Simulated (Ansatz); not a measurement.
# Core levels in a random alloy: Al3Ir (Al on 75 % of the Ir sites, one arrangement), part 2 of 3

Wanted: how composition and neighbours shift and broaden the core lines of Al3Ir (Al on 75 % of the Ir sites, one arrangement). Spin–orbit coupling is left out of the bands throughout.

Ansatz 0.2.0; DFT, LDA, plane-wave PAW, default files, scalar-relativistic.

So far: The structure; Relaxation.

**3. Valence states**

The base run gives the projected DOS, from which the spectra are built.

Input file input.yaml:

```yaml
crystal:
  lattice:
    - [-3.9988454741, 3.9988454741, 3.9988454741]
    - [3.9988454741, -3.9988454741, 3.9988454741]
    - [3.9988454741, 3.9988454741, -3.9988454741]
  atoms:
    - { symbol: Al, position: [0.0042164856, 0.2479184476, 0.7360437719] }
    - { symbol: Al, position: [0.0050297014, 0.4881173545, 0.4979015446] }
    - { symbol: Al, position: [-0.0220406396, 0.7548505174, 0.2520773119] }
    - { symbol: Al, position: [0.2560137874, 0.0116300607, 0.7520449625] }
    - { symbol: Al, position: [-0.0336807059, -0.0195907872, 0.0013813034] }
    - { symbol: Ir, position: [0.2406365732, 0.200876935, 0.4668123945] }
    - { symbol: Al, position: [0.257349194, 0.483313038, 0.2790798696] }
    - { symbol: Ir, position: [0.4925018067, 0.7915268075, 0.7345482769] }
    - { symbol: Al, position: [0.2630767442, 0.7511194602, -0.0080426889] }
    - { symbol: Al, position: [0.5050196371, 0.0159464876, 0.5113888659] }
    - { symbol: Al, position: [0.5096682919, 0.2516309033, 0.2772306477] }
    - { symbol: Ir, position: [0.8038011321, 0.5149849047, 0.7765953387] }
    - { symbol: Al, position: [0.5057845137, 0.5221376358, -0.0716533694] }
    - { symbol: Al, position: [0.742242175, 0.7485968957, 0.5132056313] }
    - { symbol: Ir, position: [0.7152598466, -0.0174078294, 0.2763670568] }
    - { symbol: Al, position: [0.7551214567, 0.2543491685, 0.0050190826] }
kpoints:
  mp_grid: { grid: [6, 6, 6] }
scf:
  occupations: { method: fermi_dirac, width: 0.08 }
  n_extra_bands: 16
hamiltonian:
  xc: lda
  pseudopotentials: { kind: paw }
output:
  forces: true
  stress: true
  dos:
    projected: true
    de: 0.05
    e_range: [-30, 12]
    method: { smearing: { sigma: 0.1, scheme: gaussian } }
```

The run is started by

```console
> ansatz run input.yaml --threads 4 --pin off --max-ram 14336MiB --backend cpu --events-out ev --progress --plain --runs-dir out
```

Numbers of over 12 decimals in the logs are rounded to 6 here.

What it wrote:

```text
[...]
Crystal: 16 atoms, lattice volume = 255.778 Å³
Basis set: ecut = 420 eV, 5017 PW (Γ)
Bands: 68, of which v1, the nominal top of the filled ones, is band 52 counted from 1 (51 counted from 0)
Symmetry: 1 space group operations
[...]
k-points: 112 of 216 (time reversal used)
[...]
SCF iter   1: F=—  HF=-52814.359598 eV  |F-HF|=—  |Δ(HF+E_count)|=         —  Δρ=5.06e-3  dr2=6.58e-2  ethr=1.77e-3  ⟨swp⟩=6.2  Hψ=30914  notcnv=0  defer=94
[...]
SCF iter   7: F=-52814.346290 eV  HF=-52814.346290 eV  |F-HF|=6.16e-9  |Δ(HF+E_count)|=   3.81e-8  Δρ=1.25e-6  dr2=8.34e-9  ethr=9.62e-11  ⟨swp⟩=10.9  Hψ=27931  notcnv=0
SCF 1 converged in 7 iterations: F = -52814.346290 eV  dr2 = 8.34e-9
[...]
SCF converged after 7 iterations
Free energy (F): -52814.346290 eV
[...]
Internal energy: -52814.212295 eV  (E = F + TS)
E sigma→0 (E₀):  -52814.279292 eV
Entropy (-TS):   -0.133995 eV (-8.375 meV/atom)
Fermi energy:    11.367345 eV
[...]
--- Forces (eV/Å), atoms counted from 1 ---
  atom   1  Al     0.01940557     0.00628565    -0.02241911
  atom   2  Al    -0.00218684     0.00094379    -0.01763248
  atom   3  Al    -0.02648200    -0.00493038    -0.00123531
  atom   4  Al     0.00452363     0.00060423     0.00021711
  atom   5  Al    -0.00284974    -0.02319362    -0.00287687
  atom   6  Ir     0.04251165     0.00968210    -0.00564663
  atom   7  Al     0.00242628    -0.03677684    -0.02362037
  atom   8  Ir    -0.01161433    -0.01886901    -0.00983250
  atom   9  Al     0.01295973    -0.00425143    -0.00885825
  atom  10  Al     0.00245170    -0.00124332    -0.00233216
  atom  11  Al    -0.00337805     0.01007018     0.01566264
  atom  12  Ir    -0.00309400     0.03221665     0.01353349
  atom  13  Al    -0.00625090     0.01923445     0.01408012
  atom  14  Al     0.01146378     0.02118403    -0.00392813
  atom  15  Ir    -0.04075827    -0.02788985     0.02325625
  atom  16  Al     0.00088730     0.01693612     0.03163507
  max |Σ_I F_I| component: 1.55e-5 eV/Å
--- Stress (GPa, compression-positive) ---
      -13.047521      -0.379010      -0.050724
       -0.379010      -9.959036       0.018796
       -0.050724       0.018796     -11.093967
  P = ⅓ Tr σ = -11.3668 GPa (-113.668 kbar)
--- Band table (eV; the first three rows and the last of 112) ---
  k-point 0: bands = [... 48 lower, 9.7646, 10.0887, 10.2466, 11.0749, 12.5047, 13.0283, 13.3478, 13.5565, ... 12 higher]
  k-point 1: bands = [... 48 lower, 9.8936, 10.2189, 10.3502, 11.0817, 12.4572, 12.7168, 12.9842, 13.2292, ... 12 higher]
  k-point 2: bands = [... 48 lower, 10.1992, 10.5185, 10.7581, 11.2026, 11.3871, 11.9780, 12.1676, 12.3327, ... 12 higher]
  k-point 111: bands = [... 48 lower, 11.1827, 11.5445, 11.6029, 11.9225, 12.1113, 12.2144, 12.3138, 12.5372, ... 12 higher]
```

It took 62 s on 4 threads of Arm Neoverse V1, shared host; peak memory 1.5 GiB; 4 min of CPU time.

Reading the cycles: dr2 is the Hartree energy of the density residual (eV), the measure of convergence; HF is the Harris–Foulkes estimate of the energy, which meets the free energy F at convergence.

Numbers from this step:

```
free energy                                    : -52814.3463 eV
energy at zero smearing                        : -52814.2793 eV
smearing term TS                               : 0.1340 eV
Fermi energy                                   : 11.37 eV
pressure                                       : -11.37 GPa
zero of energy                                 : Fermi level
share of occupied states in no projected shell : 0.0119 of the occupied states in the window
DOS at the Fermi level                         : 6.222 states/eV/cell
```

The DOS has structure finer than the step of the table below, so its rows give means over 0.5 eV, whole bins alone (the curve runs from -12.6 to 2.88 eV). Peaks (eV: height): total -3.73: 14.0, -2.73: 14.5, -1.23: 9.09, 2.48: 7.97; Ir 5d -2.83: 10.3; Al 3p -4.03: 4.31, -1.23: 3.67, -0.23: 3.26, 2.48: 3.55; Al 3s -6.92: 1.93, -6.33: 1.75, -5.12: 1.61, 2.48: 2.15; Ir 6s -8.43: 0.362, -5.12: 0.377, 1.68: 0.433, 2.48: 0.460.

* holds the states left over by the projection beside any projected weight of its own. The DOS by E, zero at the Fermi level; means over each step; values in states/eV/cell:

```csv
E (eV),total,Ir 5d,Al 3p,Al 3s,Ir 6s,Ir 6p*
-11.5,0,0,0,0,0,0
-11.0,0.175,1.8e-4,0.0164,0.113,0.0448,2.0e-4
-10.5,1.03,0.00194,0.249,0.562,0.215,0.00217
-10.0,1.65,0.00778,0.625,0.742,0.274,0.00608
-9.5,1.89,0.0181,0.855,0.754,0.252,0.0102
-9.0,2.38,0.0397,1.18,0.894,0.252,0.0160
-8.5,3.15,0.0988,1.64,1.12,0.276,0.0251
-8.0,3.04,0.160,1.61,1.02,0.228,0.0261
-7.5,4.07,0.321,2.12,1.33,0.264,0.0372
-7.0,4.51,0.564,2.23,1.47,0.196,0.0448
-6.5,5.38,1.05,2.47,1.61,0.213,0.0490
-6.0,5.83,1.64,2.34,1.59,0.210,0.0489
-5.5,5.72,1.85,2.16,1.39,0.269,0.0511
-5.0,7.16,2.79,2.57,1.41,0.323,0.0713
-4.5,9.46,4.61,3.37,1.08,0.309,0.0941
-4.0,12.8,7.67,4.08,0.708,0.227,0.143
-3.5,13.2,8.44,3.82,0.612,0.193,0.176
-3.0,13.3,9.21,3.12,0.590,0.200,0.197
-2.5,13.3,9.52,2.81,0.573,0.223,0.219
-2.0,11.1,7.52,2.58,0.596,0.211,0.209
-1.5,7.81,3.85,2.86,0.705,0.220,0.186
-1.0,7.55,3.02,3.24,0.858,0.235,0.209
-0.5,5.93,2.04,2.78,0.708,0.203,0.203
0.0,6.46,1.99,2.98,0.994,0.239,0.261
0.5,6.09,1.65,2.75,1.15,0.244,0.296
1.0,6.17,1.37,2.71,1.43,0.297,0.363
1.5,6.80,1.32,2.91,1.77,0.369,0.449
2.0,6.45,1.09,2.78,1.72,0.368,0.493
2.5,7.41,1.05,3.37,1.95,0.409,0.629
```

This run's widths, added to any smearing of the DOS itself: Gaussian 0.1 eV, Lorentzian 0.2 eV. Intensity against binding energy, zero at the Fermi level; values in % of the maximum within 13 eV:

```
binding energy (eV)  21.2 eV  100 eV  1486.7 eV  5414.7 eV  5950 eV
               -1.0     1.13    1.32       1.16       1.15     1.15
               -0.5     2.08    2.53       2.15       2.14     2.14
                0.0     13.3    17.6       13.9       13.9     13.9
                0.5     22.7    29.6       23.6       23.5     23.5
                1.0     33.3    40.8       34.3       34.1     34.2
                1.5     43.3    48.5       44.0       43.9     43.9
                2.0     77.8    78.9       78.0       78.1     78.1
                2.5     94.8    94.5       94.9       95.0     95.0
                3.0     94.2    94.9       94.3       94.3     94.3
                3.5     87.3    90.4       87.5       87.3     87.4
                4.0     79.1    84.0       79.5       79.3     79.3
                4.5     50.0    57.3       51.3       51.1     51.1
                5.0     32.0    40.3       33.9       33.7     33.7
                5.5     22.2    30.5       24.1       23.8     23.9
                6.0     19.2    28.7       21.3       20.8     20.9
                6.5     12.9    23.3       15.1       14.6     14.7
                7.0     8.02    18.2       10.1       9.68     9.75
                7.5     5.18    14.7       7.20       6.90     6.99
                8.0     3.05    10.4       4.63       4.45     4.53
                8.5     2.36    10.1       4.10       3.97     4.06
                9.0     1.44    7.18       2.83       2.80     2.88
                9.5     1.06    5.83       2.33       2.38     2.46
               10.0    0.866    5.21       2.20       2.32     2.41
               10.5    0.593    3.31       1.58       1.72     1.79
               11.0    0.294   0.939      0.537      0.570    0.587
               11.5        -   0.398      0.262      0.265    0.269
               12.0        -   0.293      0.206      0.206    0.208
               12.5        -   0.237      0.173      0.173    0.174
```

Maxima picked by a test of local sharpness, so broad peaks and shoulders can be missing; peaks within 0.45 eV of a curve's cut are left out. Valence peaks, by row:

```
photon energy (eV)  binding energy (eV)  height (% of the maximum within 13 eV)  main shell  its share (%)
              21.2                  3.5                                   87.44       Ir 5d          98.75
              21.2                  2.8                                     100       Ir 5d          99.01
              21.2                  0.3                                   23.77       Ir 5d          95.89
               100                 9.15                                   7.963       Al 3s          45.01
               100                  8.4                                   10.85       Al 3p          44.39
               100                 7.55                                   14.99       Al 3p          40.18
               100                 3.65                                   90.81       Ir 5d           85.1
               100                  2.8                                     100       Ir 5d          88.99
               100                  0.3                                   31.02       Ir 5d          66.04
              1487                  3.5                                   87.64       Ir 5d          97.52
              1487                  2.8                                     100       Ir 5d             98
              1487                  0.3                                   24.73       Ir 5d          91.22
              5415                  3.5                                   87.47       Ir 5d          97.89
              5415                  2.8                                     100       Ir 5d          98.18
              5415                  0.3                                   24.57       Ir 5d          91.99
              5950                  3.5                                   87.47       Ir 5d          97.81
              5950                  2.8                                     100       Ir 5d           98.1
              5950                  2.4                                   95.13       Ir 5d          97.95
              5950                  0.3                                   24.63       Ir 5d          91.69
```

The intensity has structure finer than the step of the table below, so its rows give means over 0.5 eV, whole bins alone (the curve runs from -12.6 to 1.38 eV). Peaks (eV: height): Al K-beta -3.83: 100.0; Al K-beta, E along x -3.73: 109; Al K-beta, E along y -3.92: 94.5, -1.23: 86.6; Al K-beta, E along z -3.92: 98.3; Al L2,3 -8.43: 70.5, -7.62: 83.1, -6.92: 98.5, -5.12: 84.2.

Shapes are the site's partial DOS without matrix elements, which overweights lines from ligand s bands. The intensity by emission energy less the core level's binding energy, zero at the Fermi level; means over each step; values in % of the unpolarised maximum:

| emission energy less the core level's binding energy (eV) | Al K-beta | Al K-beta, E along x | Al K-beta, E along y | Al K-beta, E along z | Al L2,3 | Ir L-beta5 |
| --- | --- | --- | --- | --- | --- | --- |
| -12.0 | 1.43 | 1.41 | 1.44 | 1.42 | 0.0229 | 10.7 |
| -11.5 | 2.01 | 1.98 | 2.04 | 2.01 | 0.0454 | 12.1 |
| -11.0 | 3.74 | 3.68 | 3.81 | 3.73 | 6.70 | 13.6 |
| -10.5 | 9.11 | 8.95 | 9.30 | 9.07 | 31.0 | 15.5 |
| -10.0 | 17.1 | 16.8 | 17.5 | 17.0 | 41.5 | 17.8 |
| -9.5 | 24.3 | 23.7 | 24.8 | 24.4 | 42.8 | 20.5 |
| -9.0 | 31.6 | 30.9 | 32.3 | 31.7 | 49.4 | 23.7 |
| -8.5 | 40.0 | 39.2 | 41.0 | 40.0 | 61.3 | 27.7 |
| -8.0 | 45.6 | 44.5 | 46.8 | 45.6 | 58.1 | 32.4 |
| -7.5 | 52.7 | 51.0 | 54.6 | 52.5 | 73.4 | 38.0 |
| -7.0 | 57.6 | 54.9 | 59.8 | 58.1 | 81.6 | 44.5 |
| -6.5 | 62.8 | 59.6 | 64.4 | 64.3 | 89.8 | 51.9 |
| -6.0 | 62.3 | 60.1 | 63.1 | 63.6 | 88.6 | 60.2 |
| -5.5 | 61.8 | 61.3 | 61.7 | 62.2 | 78.4 | 69.1 |
| -5.0 | 69.9 | 70.0 | 69.0 | 70.8 | 78.0 | 78.1 |
| -4.5 | 85.3 | 88.1 | 83.3 | 84.6 | 60.0 | 86.6 |
| -4.0 | 97.9 | 104 | 93.2 | 96.4 | 39.8 | 93.7 |
| -3.5 | 94.0 | 105 | 86.9 | 90.4 | 34.2 | 98.3 |
| -3.0 | 82.6 | 89.2 | 79.9 | 78.7 | 32.9 | 99.8 |
| -2.5 | 74.9 | 79.3 | 72.6 | 72.7 | 32.1 | 97.8 |
| -2.0 | 70.3 | 71.5 | 70.1 | 69.2 | 33.2 | 92.5 |
| -1.5 | 74.1 | 68.3 | 80.4 | 73.5 | 39.5 | 84.8 |
| -1.0 | 76.1 | 71.4 | 80.0 | 76.6 | 47.3 | 75.6 |
| -0.5 | 66.4 | 65.2 | 66.3 | 66.7 | 40.0 | 65.9 |
| 0.0 | 40.0 | 37.1 | 40.1 | 39.7 | 26.3 | 56.5 |
| 0.5 | 10.9 | 10.2 | 10.8 | 10.7 | 0.118 | 47.9 |
| 1.0 | 4.90 | 4.71 | 4.93 | 4.86 | 0.0281 | 40.3 |

Window up to 2.9 eV. Shell moments, by row:

| element | shell | occupied states an atom | centre of occupied part (eV) | rms width of occupied part (eV) | centre up to the window's top (eV) | rms width up to the window's top (eV) |
| --- | --- | --- | --- | --- | --- | --- |
| Al | 3s | 0.8713 | -5.687 | 2.797 | -3.427 | 4.132 |
| Al | 3p | 2.094 | -4.301 | 2.63 | -2.803 | 3.441 |
| Ir | 6s | 0.6452 | -5.547 | 3.098 | -3.57 | 4.176 |
| Ir | 6p* | 0.2691 | -2.953 | 2.179 | -0.3594 | 2.819 |
| Ir | 5d | 8.197 | -3.159 | 1.492 | -2.69 | 1.986 |

The spectra weight each projected shell by its atomic cross section (Dirac–Hartree–Slater) and angular factor, for linear light with the analyser at 54.7° from the polarisation. Broadening, on top of any smearing of the DOS itself: a Gaussian of 0.1 eV and a Lorentzian of 0.2 eV plus 0 times the binding energy (full widths), Fermi edge at 20 K. Curves are cut 10 eV under the photon energy, above any shell that the free atom's threshold puts out of reach, or at the lower edge of the window: 11.2 eV at 21.2 eV, 12.7 eV at 100 eV, 12.7 eV at 1486.7 eV, 12.7 eV at 5414.7 eV and 12.7 eV at 5950 eV. A star in tables and legends marks shells that hold the states left over by the projection (1.2 % of the filled ones), a stand-in for orbitals that the files don't project on. Dipole terms alone, which is rough above 3 keV; no background, satellites or final-state effects.

Share of each shell in the spectrum's area (%), by photon energy:

```csv
shell,21.2 eV,100 eV,1486.7 eV,5414.7 eV,5950 eV
Al 3s,1.2,9.2,4.8,3.8,3.8
Al 3p,1.3,16.6,1.3,0.3,0.3
Ir 6s,0.1,0.4,1.0,2.3,2.5
Ir 5d,97.2,73.7,92.7,93.3,93.1
```

The largest force component on a free atom is 0.043 eV/Å, a little over the usual target of 0.03 eV/Å. At the Fermi level the DOS is 6.22 states/eV a cell, and on the broadened curves Al 3p holds 46 % of the total there.

(Continued in part 3 of 3.)

[Logs are printed without paths, hosts, clocks, repeated set-up lines and the standing remarks that a program may print on its own settings, such as how far it seeks lower states.]

[Hosts, paths, dates, database ids (printed as entryN), source tags and the programs' standing remarks are cut or masked in the printed files.]

[Maps of the electrostatic potential energy from Ansatz leave out the sawtooth potential of an applied field or a dipole correction, so their vacuum need not be flat; work functions include it.]
